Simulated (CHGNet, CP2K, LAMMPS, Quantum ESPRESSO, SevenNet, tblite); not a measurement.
# Bulk modulus two ways: Ga2O3 with crystalline order left by the classical run (80 atoms), QE, PBE

The cell holds 80 atoms (32 Ga and 48 O). Recipe: 80 atoms (32 Fe, 48 O) placed at random at 4.44 g/cm³, melted at 5000 K for 10 ps at fixed volume with the Morse and Coulomb pair potential with partial charges (Pedone, Malavasi, Menziani, Cormack and Segre, J. Phys. Chem. B 110, 11780 (2006)). Quenched from 5000 K to 300 K at 20 K/ps and fixed volume, held 10 ps at zero pressure, then minimised at fixed cell. Then Fe was replaced by Ga and the cell scaled by 1.003 (the potential has no terms for the new elements, so the cell is a start for a DFT relaxation). Then the atoms were relaxed with SevenNet 0 in the fixed cell.

Calculated with Quantum ESPRESSO 7.5: PBE; plane waves, SSSP efficiency, 60/480 Ry; k-points Γ. The cell is scaled evenly by ±3 % in volume, and SevenNet 0 relaxes the atoms at each volume before the single point.

| volume (Å³/atom) | energy less the middle row's (meV/atom) | pressure (GPa) |
| --- | --- | --- |
| 9.8043 | 24.305 | 14.431 |
| 10.108 | 0.000 | 8.629 |
| 10.411 | -13.761 | 3.820 |

Task: Find the bulk modulus at the middle volume from the pressures and from the energies, and check the printed pressure against the slope of the energy (1 meV/Å³ = 0.16022 GPa).

**Working.**

The step is h = 0.3032 Å³. From pressures: B = −V dP/dV = 10.108 × (14.431 − (3.820)) / (2 × 0.3032) = 177 GPa.

From energies: B = V d²E/dV² = 10.108 × (24.305 + (-13.761)) / 0.3032² = 1159 meV/Å³ = 186 GPa.

Slope: P = −dE/dV = −(-13.761 − (24.305)) / (2 × 0.3032) = 62.8 meV/Å³ = 10.06 GPa, against 8.63 GPa printed.

The two moduli agree within 5 %.

A central difference over ±3 % overstates P by about B(1 + B′)(0.03)²/6, some 0.13 GPa for B′ = 4, which is small against the gap found. The atoms follow SevenNet 0, so this level's forces do work along the path, which enters the energies but not the printed pressures. A stress printed at a finite cutoff holds the number of plane waves fixed and tends to come out low, which is the sign found here.

Limits: three points, a static cell at zero temperature, the cell shape held; the modulus is that at 8.6 GPa, not at zero pressure.

[Hosts, paths, dates, database ids (printed as entryN), source tags and the programs' standing remarks are cut or masked in the printed files.]
